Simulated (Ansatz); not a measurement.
# Changed inputs in constrained RPA: RbRuF3 (cubic perovskite) (Pm-3m)

Wanted: the sensitivity and cost of U and J for RbRuF3 (cubic perovskite) (Pm-3m).

Main program and level: Ansatz 0.2.0; constrained RPA on LDA, plane waves, PAW.

This is a report of a sequence of runs, with most program output left out.

The structure was built from a prototype and need not be the compound's stable phase.

## 1. The structure

Symmetry: Pm-3m, No. 221, cubic system. The conventional cell has a = 4.113 Å, b = 4.113 Å, c = 4.113 Å, α = 90.00°, β = 90.00°, γ = 90.00°. Nearest to Rb lie 12 F at 2.91 Å. Nearest to Ru lie 6 F at 2.06 Å. Nearest to F lie 2 Ru at 2.06 Å and 4 Rb at 2.91 Å. Farther neighbours and most contacts between anions are not listed.

The structure was relaxed with LDA. The structure type comes from a generator and need not be one that this composition takes. The structure was generated from a model, not taken from a measurement. The runs that relaxed it are not among those shown. The program's search for lower electronic states was switched off, so nothing shows that the state found is the lowest. The default PAW set here is soft_2. Its files were made with PBE.

## 2. Base: Ru d, bands v3 to c2, 4×4×4 mesh, medium accuracy

Constrained RPA screens the interaction with every transition except those inside the target bands, which a later many-body model would treat itself.

File input.yaml:

```yaml
crystal:
  lattice:
    - [0.0, -4.11262159, 0.0]
    - [0.0, 0.0, 4.11262159]
    - [-4.11262159, 0.0, 0.0]
  atoms:
    - { symbol: Rb, position: [0.0, 0.0, 0.0] }
    - { symbol: Ru, position: [0.5, 0.5, 0.5] }
    - { symbol: F, position: [0.5, 0.5, 0.0] }
    - { symbol: F, position: [0.5, 0.0, 0.5] }
    - { symbol: F, position: [0.0, 0.5, 0.5] }
kpoints:
  mp_grid: { grid: [6, 6, 6] }
hamiltonian:
  xc: lda
scf:
  occupations: { method: gaussian, width: 0.08 }
  n_extra_bands: 19
  max_iter: 150
  lower_state_search: "off"
output:
  crpa:
    kmesh: [4, 4, 4]
    target_bands: [v3, c2]
    projections: [{ species: Ru, l: d, shell: 4 }]
  local_orbitals:
    kmesh: [8, 8, 8]
    orbitals: [{ species: Ru, l: d, shell: 4 }]
    window: { bands: [v3, c2] }
    seedname: lo
```

On the command line:

```bash
$ ansatz run input.yaml --threads 4 --pin off --max-ram 9216MiB --backend cpu --events-out ev --progress --plain --runs-dir out
```

It took 40 s on 4 threads of Intel Xeon 6975P-C (Granite Rapids), shared host; peak memory 0.66 GiB.

Numbers from this step:

| Property | Result |
| --- | --- |
| U | 5.310 eV |
| U prime (inter-orbital) | 4.500 eV |
| J | 0.3949 eV |
| bare V | 14.55 eV |
| bare J | 0.5190 eV |
| stated bound on U | 0.01093 eV |
| U over bare V | 0.3648 |
| electrons in the window | 6.000 |
| head of the constrained inverse dielectric matrix | 0.3464 |
| least eigenvalue of the projection's overlap | 0.6898 |
| target functions | 5 |
| bands in the sums | 50 |
| r.m.s. miss of the model bands | 9.55e-5 eV |
| width of the target bands | 4.682 eV |
| weight of the projected orbitals in the window | 0.8387 |

On the Ru d shell, screening brings the on-site interaction from 14.6 eV down to U = 5.31 eV.

## 3. Changed: 2×2×2 mesh

Edit input.yaml of step 2 so:

```diff
@@ -22,9 +22,4 @@
   crpa:
-    kmesh: [4, 4, 4]
+    kmesh: [2, 2, 2]
     target_bands: [v3, c2]
     projections: [{ species: Ru, l: d, shell: 4 }]
-  local_orbitals:
-    kmesh: [8, 8, 8]
-    orbitals: [{ species: Ru, l: d, shell: 4 }]
-    window: { bands: [v3, c2] }
-    seedname: lo
```

Run time: 4.9 s. Hardware: 4 threads; peak memory 0.55 GiB.

This step gave:

```yaml
u: 5.628 eV
u_prime_inter_orbital: 4.799 eV
j: 0.4031 eV
bare_v: 14.87 eV
bare_j: 0.5283 eV
stated_bound_on_u: 0.01067 eV
u_over_bare_v: 0.3785
electrons_in_the_window: 6.000
head_of_the_constrained_inverse_dielectric_matrix: 0.3228
least_eigenvalue_of_the_projection_s_overlap: 0.6898
target_functions: 5
bands_in_the_sums: 50
width_of_the_target_bands: 4.682 eV
weight_of_the_projected_orbitals_in_the_window: 0.8387
```

On the Ru d shell, screening brings the on-site interaction from 14.9 eV down to U = 5.63 eV.

## 4. Changed: 6×6×6 mesh

Edit input.yaml of step 3 so:

```diff
@@ -22,3 +22,3 @@
   crpa:
-    kmesh: [2, 2, 2]
+    kmesh: [6, 6, 6]
     target_bands: [v3, c2]
```

Wall time 4 min (4 threads); peak memory 0.88 GiB.

This step gave:

* U: 5.282 eV
* U prime (inter-orbital): 4.473 eV
* J: 0.3946 eV
* bare V: 14.53 eV
* bare J: 0.5188 eV
* stated bound on U: 0.01096 eV
* U over bare V: 0.3635
* electrons in the window: 6.000
* head of the constrained inverse dielectric matrix: 0.3474
* least eigenvalue of the projection's overlap: 0.6898
* target functions: 5
* bands in the sums: 50
* width of the target bands: 4.682 eV
* weight of the projected orbitals in the window: 0.8387

On the Ru d shell, screening brings the on-site interaction from 14.5 eV down to U = 5.28 eV.

## 5. Changed: sums over states

Edit input.yaml of step 4 so:

```diff
@@ -22,4 +22,7 @@
   crpa:
-    kmesh: [6, 6, 6]
+    kmesh: [4, 4, 4]
     target_bands: [v3, c2]
     projections: [{ species: Ru, l: d, shell: 4 }]
+    accuracy: sum_over_states
+    n_empty_bands: 92
+    ecut_chi: 250
```

Elapsed: 9.3 s, on 4 threads; peak memory 0.72 GiB; 33 s of CPU time.

This variant gives U = 5.37 eV against 5.31 eV. It is a finite sum over empty states with no bound on its error and stays out of the table below.

## 6. Changed: accuracy high

Edit input.yaml of step 5 so:

```diff
@@ -25,4 +25,2 @@
     projections: [{ species: Ru, l: d, shell: 4 }]
-    accuracy: sum_over_states
-    n_empty_bands: 92
-    ecut_chi: 250
+    accuracy: high
```

The job ended after 66 s (4 threads; peak memory 0.75 GiB; 4.1 min of CPU time).

Numbers from this step:

- U: 5.311 eV
- U prime (inter-orbital): 4.501 eV
- J: 0.3951 eV
- bare V: 14.55 eV
- bare J: 0.5190 eV
- stated bound on U: 5.23e-4 eV
- U over bare V: 0.3649
- electrons in the window: 6.000
- head of the constrained inverse dielectric matrix: 0.3465
- least eigenvalue of the projection's overlap: 0.6898
- target functions: 5
- bands in the sums: 50
- width of the target bands: 4.682 eV
- weight of the projected orbitals in the window: 0.8387

On the Ru d shell, screening brings the on-site interaction from 14.6 eV down to U = 5.31 eV.

## 7. Changed: sums without a band count

Edit input.yaml of step 6 so:

```diff
@@ -25,2 +25,2 @@
     projections: [{ species: Ru, l: d, shell: 4 }]
-    accuracy: high
+    accuracy: sum_over_states
```

Wall time 0.09 s (4 threads); peak memory 0.1 GiB.

The input was rejected at the start.

The program's message: “Error: 2 input errors — fix all and re-run”

The fault put into this input: sums without a band count.

## 8. Changed: volume -3 %

The cell differs from the one that the last finished run ended in (a 4.113 → 4.071 Å, b 4.113 → 4.071 Å, c 4.113 → 4.071 Å).

input.yaml, the sections that differ from step 7:

```yaml
crystal:
  lattice:
    - [0.0, -4.0710771174, 0.0]
    - [0.0, 0.0, 4.0710771174]
    - [-4.0710771174, 0.0, 0.0]
  atoms:
    - { symbol: Rb, position: [0.0, 0.0, 0.0] }
    - { symbol: Ru, position: [0.5, 0.5, 0.5] }
    - { symbol: F, position: [0.5, 0.5, 0.0] }
    - { symbol: F, position: [0.5, 0.0, 0.5] }
    - { symbol: F, position: [0.0, 0.5, 0.5] }
output:
  crpa:
    kmesh: [4, 4, 4]
    target_bands: [v3, c2]
    projections: [{ species: Ru, l: d, shell: 4 }]
  local_orbitals:
    kmesh: [8, 8, 8]
    orbitals: [{ species: Ru, l: d, shell: 4 }]
    window: { bands: [v3, c2] }
    seedname: lo
# kpoints, hamiltonian, scf: as in step 7
```

Elapsed: 46 s, on 4 threads; peak memory 0.65 GiB.

Numbers from this step:

```
U                                                 : 5.286 eV
U prime (inter-orbital)                           : 4.479 eV
J                                                 : 0.3938 eV
bare V                                            : 14.54 eV
bare J                                            : 0.5175 eV
stated bound on U                                 : 0.01070 eV
U over bare V                                     : 0.3635
electrons in the window                           : 6.000
head of the constrained inverse dielectric matrix : 0.3418
least eigenvalue of the projection's overlap      : 0.6869
target functions                                  : 5
bands in the sums                                 : 50
r.m.s. miss of the model bands                    : 1.35e-4 eV
width of the target bands                         : 4.943 eV
weight of the projected orbitals in the window    : 0.8350
```

On the Ru d shell, screening brings the on-site interaction from 14.5 eV down to U = 5.29 eV.

## 9. Changed: volume -6 %

The cell differs from the one that the last finished run ended in (a 4.071 → 4.029 Å, b 4.071 → 4.029 Å, c 4.071 → 4.029 Å).

Edit input.yaml of step 8 so:

```diff
@@ -2,5 +2,5 @@
   lattice:
-    - [0.0, -4.0710771174, 0.0]
-    - [0.0, 0.0, 4.0710771174]
-    - [-4.0710771174, 0.0, 0.0]
+    - [0.0, -4.02866698, 0.0]
+    - [0.0, 0.0, 4.02866698]
+    - [-4.02866698, 0.0, 0.0]
   atoms:
```

Elapsed: 31 s, on 4 threads; peak memory 0.61 GiB.

Numbers from this step:

- U: 5.260 eV
- U prime (inter-orbital): 4.455 eV
- J: 0.3925 eV
- bare V: 14.53 eV
- bare J: 0.5160 eV
- stated bound on U: 0.01042 eV
- U over bare V: 0.3620
- electrons in the window: 6.000
- head of the constrained inverse dielectric matrix: 0.3369
- least eigenvalue of the projection's overlap: 0.6839
- target functions: 5
- bands in the sums: 50
- r.m.s. miss of the model bands: 1.52e-4 eV
- width of the target bands: 5.227 eV
- weight of the projected orbitals in the window: 0.8311

On the Ru d shell, screening brings the on-site interaction from 14.5 eV down to U = 5.26 eV.

## 10. Side by side

Times are wall times on 4 threads of Intel Xeon 6975P-C (Granite Rapids), shared host, good to a factor of about two.

```
          run  bare V (eV)  U (eV)  J (eV)  bound on U (eV)  width (eV)   time
target window        14.55   5.310   0.395           0.0109        4.68   40 s
   2×2×2 mesh        14.87   5.628   0.403           0.0107        4.68  4.9 s
   6×6×6 mesh        14.53   5.282   0.395           0.0110        4.68  4 min
accuracy high        14.55   5.311   0.395           0.0005        4.68   66 s
  volume -3 %        14.54   5.286   0.394           0.0107        4.94   46 s
  volume -6 %        14.53   5.260   0.393           0.0104        5.23   31 s
```

## 11. Results

| Property | Result |
| --- | --- |
| target window | U 5.31 eV, J 0.39 eV |
| 2×2×2 mesh | U 5.63 eV, J 0.40 eV |
| 6×6×6 mesh | U 5.28 eV, J 0.39 eV |
| accuracy high | U 5.31 eV, J 0.40 eV |
| volume -3 % | U 5.29 eV, J 0.39 eV |
| volume -6 % | U 5.26 eV, J 0.39 eV |

2×2×2 mesh moves U by +0.32 eV at 0.12 times the time. 6×6×6 mesh moves U by −0.03 eV at 6.1 times the time. Accuracy high moves U by +0.002 eV (within the solver's bounds, for the mean over orbitals). Volume -3 % moves U by −0.02 eV. Volume -6 % moves U by −0.05 eV. The printed bound covers the solver alone, not the mesh. The parent state is non-magnetic and the interaction static (zero frequency); U depends on the window and the orbitals, so it belongs to this model alone.

[Paths, hosts, dates, memory and timing lines, banners, echoed tables and standing remarks are left out of the program output.]

[Logs are printed without paths, hosts, clocks, repeated set-up lines and the standing remarks that a program may print on its own settings, such as how far it seeks lower states.]

[Runs of the session that timed out or met a known fault of the program may be left out.]

[Hosts, paths, dates, database ids (printed as entryN), source tags and the programs' standing remarks are cut or masked in the printed files.]
